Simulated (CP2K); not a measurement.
The C K edge of 1,1,1-trifluoroethane was computed by TDDFT (CP2K XAS_TDP, aug-cc-pVDZ, TDA) at these levels: PBEh(45%), PBEh(45%) + GW2X and PBEh(60%). The first three lines of C1 (bonded to C and 3 H) with a strength over 0.0015, energy in eV and strength:

```tsv
run	first	second	third
1	289.12 (0.013)	289.60 (0.075)	290.57 (0.012)
2	291.20 (0.007)	291.88 (0.051)	292.63 (0.004)
3	284.45 (0.007)	285.13 (0.052)	285.88 (0.004)
```

**Question.** Which run is which?

Run 1: PBEh(60%) (60 % exact exchange). Run 2: PBEh(45%) + GW2X (45 % exact exchange). Run 3: PBEh(45%) (45 % exact exchange). Self-interaction lifts the core level, so the uncorrected lines rise with the share of exact exchange. The GW2X run keeps the spacings of its parent: 0.68 eV between the first two lines in run 2, 0.68 eV in run 3. Its shift is +6.75 eV, since the Kohn–Sham level at this share of exchange lies that far above the quasiparticle level.

[Banner, clock and machine lines of the logs are left out without a mark of their own.]

[Logs are printed without paths, hosts, clocks, repeated set-up lines and the standing remarks that a program may print on its own settings, such as how far it seeks lower states.]

[Hosts, paths, dates, database ids (printed as entryN), source tags and the programs' standing remarks are cut or masked in the printed files.]
